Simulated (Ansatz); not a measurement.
# Ir (Fm-3m, 1 atom in the cell): converging a phonon calculation, part 3 of 3

How do the frequencies of Ir (Fm-3m, 1 atom in the cell) move with q mesh, k mesh and cutoff?

Ansatz 0.2.0; DFT PBE, scalar-relativistic, plane waves, PAW.

So far, highest frequency on the path or at a solved wavevector (cm⁻¹): step 3 (the dispersion) 193; step 4 (q mesh 2×2×2) 193; step 12 (k-mesh 30×30×30, q mesh 2×2×2) 191. The relaxed cell has a = 3.870 Å (conventional setting).

The database entry behind the starting cell differs from later determinations by our own check (0.1 to 0.3 % short, probably kX units), so it need not match the best structure at ambient conditions.

## (16) Another cutoff, cutoff 290 eV, q mesh 2×2×2

The cutoff is set to 290 eV on a small fixed q mesh.

input.yaml reads:

```yaml
crystal:
  lattice:
    - [0.0, 1.9349742179, 1.9349742179]
    - [1.9349742179, 0.0, 1.9349742179]
    - [1.9349742179, 1.9349742179, 0.0]
  atoms:
    - { symbol: Ir, position: [0.0, 0.0, 0.0] }
kpoints:
  mp_grid: { grid: [20, 20, 20] }
hamiltonian:
  xc: pbe
scf:
  occupations: { method: methfessel_paxton, width: 0.2 }
output:
  eigenvalues: true
phonons:
  method: dfpt
  qmesh: [2, 2, 2]
  temperatures: { t_max: 1000, t_step: 50 }
  qpath:
    path:
      - [[0.0, 0.0, 0.0], [0.5, 0.0, 0.5], [0.625, 0.25, 0.625]]
      - [[0.375, 0.375, 0.75], [0.0, 0.0, 0.0], [0.5, 0.5, 0.5], [0.5, 0.25, 0.75], [0.5, 0.0, 0.5]]
    npoints: 10
basis:
  ecutwfc: 290
```

Started as:

```console
ansatz run input.yaml --threads 4 --pin off --max-ram 7168MiB --backend cpu --events-out ev --progress --plain --runs-dir out
```

Numbers of over 12 decimals in the logs are rounded to 6 here.

The log of the run:

```text
[...]
Crystal: 1 atoms, lattice volume = 14.490 Å³
Basis set: ecut = 290 eV, 169 PW (Γ), exchange–correlation on 32×32×32 points (8 copies of the dense FFT grid, shifted against one another)
Bands: 13, of which v1, the nominal top of the filled ones, is band 9 counted from 1 (8 counted from 0)
Symmetry: 48 space group operations
k-points: 256 of 8000
[...]
SCF iter   1: F=—  HF=-11935.046678 eV  |F-HF|=—  |Δ(HF+E_count)|=         —  Δρ=1.38e-2  dr2=8.64e-3  ethr=1.77e-3  ⟨swp⟩=5.0  Hψ=16176  notcnv=0
[...]
SCF iter   7: F=-11935.045076 eV  HF=-11935.045076 eV  |F-HF|=1.82e-12  |Δ(HF+E_count)|=  2.36e-11  S|Δr|=    0.00e0  Δρ=2.51e-7  dr2=9.22e-12  ethr=1.00e-12  ⟨swp⟩=5.4  Hψ=12646  notcnv=0
SCF 1 converged in 7 iterations: F = -11935.045076 eV  dr2 = 9.22e-12
[...]
SCF converged after 7 iterations
[...]
Free energy (F): -11935.045076 eV
[...]
Internal energy: -11935.048145 eV  (E = F + TS)
E sigma→0 (E₀):  -11935.045844 eV
Entropy (-TS):   0.003068 eV (3.068 meV/atom)
Fermi energy:    25.003538 eV
[...]
--- Band table (eV; the first three rows and the last of 256) ---
  k-point 0: bands = [... 5 lower, 21.2898, 21.2898, 21.2898, 23.8722, 23.8722, 38.7425, 44.1239, 44.1239]
  k-point 1: bands = [... 5 lower, 21.2317, 21.3372, 21.3372, 23.8418, 23.8418, 38.9304, 43.5870, 44.3039]
  k-point 2: bands = [... 5 lower, 21.0777, 21.4649, 21.4649, 23.7707, 23.7707, 39.4572, 42.4350, 44.8319]
  k-point 255: bands = [... 5 lower, 20.3467, 20.3467, 23.3243, 26.4987, 33.0030, 34.0033, 34.0033, 38.1710]
[...]
ASR residual: 2.390e-4 → 0.000e0 eV/Å²; symmetrization residual: 4.547e-13 eV/Å²
  ASR residual per site (eV/Å²): 2.39e-4
  Γ frequencies (cm⁻¹): 0.00 0.00 0.00
--- Phonons (arbitrary-q DFPT): 3 irreducible q on the 2×2×2 mesh ---
[...]
interpolated dispersion: 62 rows × 3 modes
[...]
```

The job ended after 14 s (4 threads of Arm Neoverse V2, shared host; peak memory 0.95 GiB).

The run finished; it serves as a test, and its numbers are not taken as the result.

## (17) Another cutoff, cutoff 360 eV, q mesh 2×2×2

The cutoff is set to 360 eV on a small fixed q mesh.

Edit input.yaml of step 16 so:

```diff
@@ -25,2 +25,2 @@
 basis:
-  ecutwfc: 290
+  ecutwfc: 360
```

The log of the run:

```text
[...]
Crystal: 1 atoms, lattice volume = 14.490 Å³
Basis set: ecut = 360 eV, 229 PW (Γ), exchange–correlation on 36×36×36 points (8 copies of the dense FFT grid, shifted against one another)
Bands: 13, of which v1, the nominal top of the filled ones, is band 9 counted from 1 (8 counted from 0)
Symmetry: 48 space group operations
k-points: 256 of 8000
[...]
k-point 255: bands = [... 5 lower, 20.3429, 20.3429, 23.3161, 26.4875, 32.9973, 33.9224, 33.9224, 38.0880]
[...]
ASR residual: 3.713e-5 → 0.000e0 eV/Å²; symmetrization residual: 1.592e-12 eV/Å²
  ASR residual per site (eV/Å²): 3.71e-5
  Γ frequencies (cm⁻¹): 0.00 0.00 0.00
--- Phonons (arbitrary-q DFPT): 3 irreducible q on the 2×2×2 mesh ---
[...]
interpolated dispersion: 62 rows × 3 modes
[...]
[key lines of the parts left out:]
SCF converged after 8 iterations
Free energy (F): -11935.308677 eV
Fermi energy:    25.006278 eV
```

Elapsed: 17 s, on 4 threads; peak memory 1.1 GiB; 62 s of CPU time.

Frequencies (cm⁻¹) solved at each irreducible wavevector; negative means imaginary. Frequencies by wavevector, by row:

```tsv
q in reciprocal lattice units	star	mode 1	mode 2	mode 3
0 0 0	1	0	0	0
0 0 -0.5	4	112.2	112.2	192.8
0 -0.5 -0.5	3	139.8	139.8	187.2
```

Against step 4 (now cutoff 360 eV), the highest frequency on the path or at a solved wavevector stays at 193 cm⁻¹.

## (18) Another cutoff, cutoff 550 eV, q mesh 2×2×2

The cutoff is set to 550 eV on a small fixed q mesh.

Edit input.yaml of step 17 so:

```diff
@@ -25,2 +25,2 @@
 basis:
-  ecutwfc: 360
+  ecutwfc: 550
```

The log of the run:

```text
[...]
Crystal: 1 atoms, lattice volume = 14.490 Å³
Basis set: ecut = 550 eV, 411 PW (Γ), exchange–correlation on 48×48×48 points (8 copies of the dense FFT grid, shifted against one another)
Bands: 13, of which v1, the nominal top of the filled ones, is band 9 counted from 1 (8 counted from 0)
Symmetry: 48 space group operations
k-points: 256 of 8000
[...]
k-point 255: bands = [... 5 lower, 20.3425, 20.3425, 23.3160, 26.4882, 32.9962, 33.9196, 33.9196, 38.0861]
[...]
ASR residual: 2.706e-5 → 0.000e0 eV/Å²; symmetrization residual: 1.325e-12 eV/Å²
  ASR residual per site (eV/Å²): 2.71e-5
  Γ frequencies (cm⁻¹): 0.00 0.00 0.00
--- Phonons (arbitrary-q DFPT): 3 irreducible q on the 2×2×2 mesh ---
[...]
interpolated dispersion: 62 rows × 3 modes
[...]
[key lines of the parts left out:]
SCF converged after 7 iterations
Free energy (F): -11935.315651 eV
Fermi energy:    25.006455 eV
```

Elapsed: 29 s, on 4 threads; peak memory 1.5 GiB; 1.8 min of CPU time.

## (19) Outcome

```json
{
  "mean frequency, q mesh 2×2×2": "136 cm⁻¹",
  "mean frequency, q mesh 3×3×3": "131 cm⁻¹",
  "mean frequency, q mesh 6×6×6": "140 cm⁻¹",
  "lowest mode on the q mesh (acoustic modes at Γ apart), k-mesh 6×6×6": "74.8 cm⁻¹",
  "lowest mode on the q mesh (acoustic modes at Γ apart), k-mesh 10×10×10": "110 cm⁻¹",
  "lowest mode on the q mesh (acoustic modes at Γ apart), k-mesh 16×16×16": "107 cm⁻¹",
  "lowest mode on the q mesh (acoustic modes at Γ apart), k-mesh 20×20×20": "112 cm⁻¹",
  "lowest mode on the q mesh (acoustic modes at Γ apart), k-mesh 30×30×30": "110 cm⁻¹",
  "lowest mode on the q mesh (acoustic modes at Γ apart), cutoff 170 eV": "-211 cm⁻¹",
  "lowest mode on the q mesh (acoustic modes at Γ apart), cutoff 230 eV": "104 cm⁻¹",
  "lowest mode on the q mesh (acoustic modes at Γ apart), cutoff 290 eV": "117 cm⁻¹",
  "lowest mode on the q mesh (acoustic modes at Γ apart), cutoff 360 eV": "112 cm⁻¹",
  "lowest mode on the q mesh (acoustic modes at Γ apart), cutoff 550 eV": "112 cm⁻¹"
}
```

**Reading.** Over the whole q mesh series, coarse runs included, the mean frequency runs from 130.9 to 142.0 cm⁻¹; the two finest runs still differ by up to 1.8 cm⁻¹, so convergence is not shown. The k mesh changes along this series too, so part of the change is its. Over the whole k mesh series, coarse runs included, the lowest mode on the q mesh (acoustic modes at Γ apart) runs from 74.8 to 112.2 cm⁻¹; the two finest runs still differ by up to 5.5 cm⁻¹ in a solved mode, so convergence is not shown. Over the whole cutoff series, coarse runs included, the lowest mode on the q mesh (acoustic modes at Γ apart) runs from -211.1 to 116.6 cm⁻¹; from 360 eV on all solved modes stay within 0.2 cm⁻¹ of the finest run (550 eV), against a tolerance of 1.9. All runs share the cell relaxed at the base settings, which is not exactly at rest under another k mesh or cutoff. With no gap, or one that is small against the smearing, the frequencies hang on the k mesh and the smearing, most of all near Kohn anomalies. Spin-orbit coupling is left out, which can matter for the heavy elements here. These are harmonic frequencies at zero temperature: anharmonic shifts, linewidths and thermal expansion are left out.

[Logs are printed without paths, hosts, clocks, repeated set-up lines and the standing remarks that a program may print on its own settings, such as how far it seeks lower states.]

[Hosts, paths, dates, database ids (printed as entryN), source tags and the programs' standing remarks are cut or masked in the printed files.]
